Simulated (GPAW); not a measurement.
# Screening of a field by TaSi2As4 monolayer, part 2 of 2

How does TaSi2As4 monolayer screen a perpendicular field?

GPAW 26.7.0; GPAW, PAW setups; layer in a repeated cell with vacuum, relaxation of atoms and in-plane cell (the session's first sound run).

So far, dipole along the normal (e·Å): step 2 (relaxation) -8.2e-4; step 3 (plane waves, PBE) 8.6e-4; step 4 (In a field) -0.158; step 5 (field on) -0.0790.

### 7. Field on

Level of this step: GPAW, PAW setups; slab in vacuum (GPAW).

run.py

```python
import json
import numpy as np
from ase import Atoms
from gpaw import GPAW, PW
from gpaw.external import ConstantElectricField

slab = Atoms(
    ['As', 'Si', 'As', 'Ta', 'As', 'Si', 'As'],
    positions=[
        [-0.00000, -0.00000, 7.00000],
        [-0.00000, 2.12884, 8.09811],
        [-0.00000, 2.12884, 10.48022],
        [-0.00000, 0.00000, 12.00917],
        [-0.00000, 2.12884, 13.53813],
        [-0.00000, 2.12884, 15.92024],
        [-0.00000, 0.00000, 17.01835]],
    cell=[[3.68726, 0.0, 0.0], [-1.84363, 3.19326, 0.0], [0.0, 0.0, 24.0183]],
    pbc=[True, True, False],
    magmoms=[0.0, 0.0, 0.0, 1.0, 0.0, 0.0, 0.0])

slab.calc = GPAW(mode=PW(400), xc='PBE', kpts={'size': (9, 9, 1), 'gamma': True},
                 occupations={'name': 'fermi-dirac', 'width': 0.05}, nbands='200%',
                 convergence={'density': 1e-05}, maxiter=200,
                 poissonsolver={'dipolelayer': 'xy'},
                 external=ConstantElectricField(0.05, [0, 0, 1]),
                 symmetry={'tolerance': 1e-3}, txt='slab.txt')
result = {}
energy = slab.get_potential_energy()
fermi = slab.calc.get_fermi_level()
v = slab.calc.get_electrostatic_potential().mean((0, 1)) - fermi
n = slab.calc.get_pseudo_density().mean((0, 1))
L = slab.cell[2, 2]
z = np.arange(len(v)) * L / len(v)
low, high = slab.positions[:, 2].min(), slab.positions[:, 2].max()
below, above = np.interp([low - 4.8, high + 4.8], z, v)
slopes = [np.interp(x, z, np.gradient(v, z)) for x in (low - 4.8, high + 4.8)]
eps = np.array([[slab.calc.get_eigenvalues(k, s) for k in range(len(slab.calc.get_ibz_k_points()))]
                for s in range(slab.calc.get_number_of_spins())]) - fermi
top, bottom = eps[eps < 0].max(), eps[eps > 0].min()
dipole = slab.get_dipole_moment()[2]
print(f'energy {energy:.4f} eV, Fermi level {fermi:.4f} eV, dipole {dipole:.5f} e A')
print(f'potential 4.8 A off the faces, from the Fermi level: lower {below:.4f} eV, upper {above:.4f} eV')
print(f'slope of the potential there: lower {slopes[0]:.5f}, upper {slopes[1]:.5f} eV/A')
print(f'nearest levels on the mesh: {top:.4f} and {bottom:.4f} eV')
print('magnetic moment', round(slab.get_magnetic_moment(), 3))
result.update(energy=energy, fermi=fermi, dipole=dipole, below=below, above=above, slopes=slopes, edges=[top, bottom],
              z=z.tolist(), v=v.tolist(), n=n.tolist(), positions=slab.positions.tolist(),
              forces=slab.get_forces(apply_constraint=False).tolist(), moments=slab.get_magnetic_moments().tolist())
json.dump(result, open('result.json', 'w'))
```

Launch:

```
$ OMP_NUM_THREADS=1 OPENBLAS_NUM_THREADS=1 python run.py
```

The log of the run:

```text
energy -40.2057 eV, Fermi level 1.0225 eV, dipole 0.03952 e A
potential 4.8 A off the faces, from the Fermi level: lower 5.2112 eV, upper 4.6039 eV
slope of the potential there: lower -0.00019, upper 0.00016 eV/A
nearest levels on the mesh: -0.0827 and 0.0549 eV
magnetic moment 0.0
```

Run time: 9.6 min. Hardware: 1 thread of Arm Neoverse V2, shared host; peak memory 0.61 GiB.

Electrostatic potential energy of an electron (without an applied field's), less the Fermi level, planar mean against z:

```csv
z (Å),"electrostatic potential energy of an electron (without an applied field's), less the Fermi level, planar mean (eV)"
0.0,4.91
0.5,5.21
1.0,5.21
1.5,5.21
2.0,5.21
2.5,5.21
3.0,5.21
3.5,5.21
4.0,5.20
4.5,5.17
5.0,5.06
5.5,4.58
6.0,2.67
6.5,-4.15
7.0,-13.7
7.5,-9.67
8.0,-10.8
8.5,-5.35
9.0,1.15
9.5,1.83
10.0,-4.21
10.5,-12.3
11.0,-6.34
11.5,-8.99
12.0,-16.5
12.5,-9.38
13.0,-6.26
13.5,-12.4
14.0,-4.78
14.5,1.51
15.0,0.987
15.5,-5.36
16.0,-11.3
16.5,-10.0
17.0,-14.2
17.5,-5.06
18.0,1.96
18.5,3.95
19.0,4.45
19.5,4.57
20.0,4.59
20.5,4.60
21.0,4.60
21.5,4.60
22.0,4.60
22.5,4.60
23.0,4.60
23.5,4.60
```

### 8. In a field

Changes to run.py since step 7:

```diff
@@ -24,3 +24,3 @@
                  poissonsolver={'dipolelayer': 'xy'},
-                 external=ConstantElectricField(0.05, [0, 0, 1]),
+                 external=ConstantElectricField(0.1, [0, 0, 1]),
                  symmetry={'tolerance': 1e-3}, txt='slab.txt')
```

The log of the run:

```text
energy -40.2086 eV, Fermi level 1.0222 eV, dipole 0.07904 e A
potential 4.8 A off the faces, from the Fermi level: lower 5.5156 eV, upper 4.3009 eV
slope of the potential there: lower -0.00020, upper 0.00014 eV/A
nearest levels on the mesh: -0.0827 and 0.0549 eV
magnetic moment -0.0
```

Run time: 10 min. Hardware: 1 thread; peak memory 0.61 GiB.

The dipole is now 0.0790 e Å, against 8.6e-4 in the run without a field.

### 9. In a field

Changes to run.py since step 8:

```diff
@@ -24,3 +24,3 @@
                  poissonsolver={'dipolelayer': 'xy'},
-                 external=ConstantElectricField(0.1, [0, 0, 1]),
+                 external=ConstantElectricField(0.2, [0, 0, 1]),
                  symmetry={'tolerance': 1e-3}, txt='slab.txt')
```

The log of the run:

```text
energy -40.2205 eV, Fermi level 1.0211 eV, dipole 0.15799 e A
potential 4.8 A off the faces, from the Fermi level: lower 6.1247 eV, upper 3.6967 eV
slope of the potential there: lower -0.00026, upper 0.00012 eV/A
nearest levels on the mesh: -0.0828 and 0.0550 eV
magnetic moment 0.0
```

The job ended after 9.9 min (1 thread; peak memory 0.61 GiB).

The dipole is now 0.158 e Å, against 8.6e-4 in the run without a field.

### 10. Field on

Changes to run.py since step 9:

```diff
@@ -24,3 +24,3 @@
                  poissonsolver={'dipolelayer': 'xy'},
-                 external=ConstantElectricField(0.2, [0, 0, 1]),
+                 external=ConstantElectricField(0.3, [0, 0, 1]),
                  symmetry={'tolerance': 1e-3}, txt='slab.txt')
```

The log of the run:

```text
energy -40.2402 eV, Fermi level 1.0194 eV, dipole 0.23707 e A
potential 4.8 A off the faces, from the Fermi level: lower 6.7363 eV, upper 3.0930 eV
slope of the potential there: lower -0.00032, upper 0.00010 eV/A
nearest levels on the mesh: -0.0830 and 0.0552 eV
magnetic moment 0.0
```

It took 11 min on 1 thread; peak memory 0.61 GiB.

The electrostatic potential energy of an electron (without an applied field's), less the Fermi level, planar mean oscillates, so the rows of the table below give means over windows of 1.77 Å about each position, cut where the curve ends. Its maxima inside the range that stand out by 2 % of the span (Å: eV): 1.2: 6.74, 7.6: -8.21, 9.3: 2.92, 11.2: -5.30, 12.9: -5.80, 14.7: 1.36, 16.4: -10.7. Its minima: 7.1: -12.7, 8.0: -9.99, 10.5: -12.0, 12.0: -16.6, 13.5: -12.8, 16.0: -12.3, 16.9: -15.5.

The electrostatic potential energy of an electron (without an applied field's), less the Fermi level, planar mean by z; means over each step:

```csv
z (Å),"electrostatic potential energy of an electron (without an applied field's), less the Fermi level, planar mean (eV)"
0.89,6.54
2.66,6.74
4.43,6.65
6.20,-0.422
7.97,-7.67
9.74,-2.38
11.51,-10.7
13.28,-8.53
15.05,-2.84
16.82,-11.3
18.59,1.93
20.36,3.09
22.13,3.09
23.90,3.29
```

The dipole is now 0.237 e Å, against 8.6e-4 in the run without a field.

### 11. The series

The members are put on one axis.

This step: induced dipole against applied field (GPAW 26.7.0).

The dipole along the normal by field:

```
field (V/Å)  dipole along the normal (e·Å)
     -0.200                         -0.158
     -0.100                        -0.0790
     -0.050                        -0.0395
      0.000                         8.6e-4
      0.050                         0.0395
      0.100                         0.0790
      0.200                          0.158
      0.300                          0.237
```

### 12. A changed run

One more run, with changed settings.

This step: GPAW, PAW setups; slab in vacuum (GPAW 26.7.0).

Changes to run.py since step 10:

```diff
@@ -4,3 +4,2 @@
 from gpaw import GPAW, PW
-from gpaw.external import ConstantElectricField
 
@@ -17,3 +16,3 @@
     cell=[[3.68726, 0.0, 0.0], [-1.84363, 3.19326, 0.0], [0.0, 0.0, 24.0183]],
-    pbc=[True, True, False],
+    pbc=[True, True, True],
     magmoms=[0.0, 0.0, 0.0, 1.0, 0.0, 0.0, 0.0])
@@ -22,5 +21,4 @@
                  occupations={'name': 'fermi-dirac', 'width': 0.05}, nbands='200%',
-                 convergence={'density': 1e-05}, maxiter=200,
+                 convergence={'density': 1e-05}, maxiter=100,
                  poissonsolver={'dipolelayer': 'xy'},
-                 external=ConstantElectricField(0.3, [0, 0, 1]),
                  symmetry={'tolerance': 1e-3}, txt='slab.txt')
```

The log of the run:

```text
AssertionError
```

Run time: 0.85 s. Hardware: 1 thread; peak memory 0.16 GiB.

The input was rejected at the start.

The fault put into the input: a dipole layer in a cell that repeats along the normal (pbc_z = true).

### 13. Outcome

* work function, upper and lower face: 4.900 and 4.915 eV
* dipole along the normal: 8.6e-4 e Å
* induced dipole per field: 0.790 e Å per V/Å
* out-of-plane polarisability per area, α/(ε0 A): 12.1 Å

In words: The field induces 0.790 e Å per V/Å, a polarisable thickness α/(ε0 A) of 12.1 Å beside 10.0 Å between the outermost nuclei. A perfect conductor would give the distance between its two image planes; a dielectric of thickness t gives t(1 - 1/ε). The induced dipole is linear in the field over this range. The small printed dipole stands for a step of -13 meV from the lower to the upper face, and the probes find -16 meV; values this small are near the numerical noise of both. One magnetic start was tried; another order may lie lower. The layer's cell and atoms come from the relaxation; spin-orbit coupling and temperature are left out.

[Logs are printed without paths, hosts, clocks, repeated set-up lines and the standing remarks that a program may print on its own settings, such as how far it seeks lower states.]

[Hosts, paths, dates, database ids (printed as entryN), source tags and the programs' standing remarks are cut or masked in the printed files.]
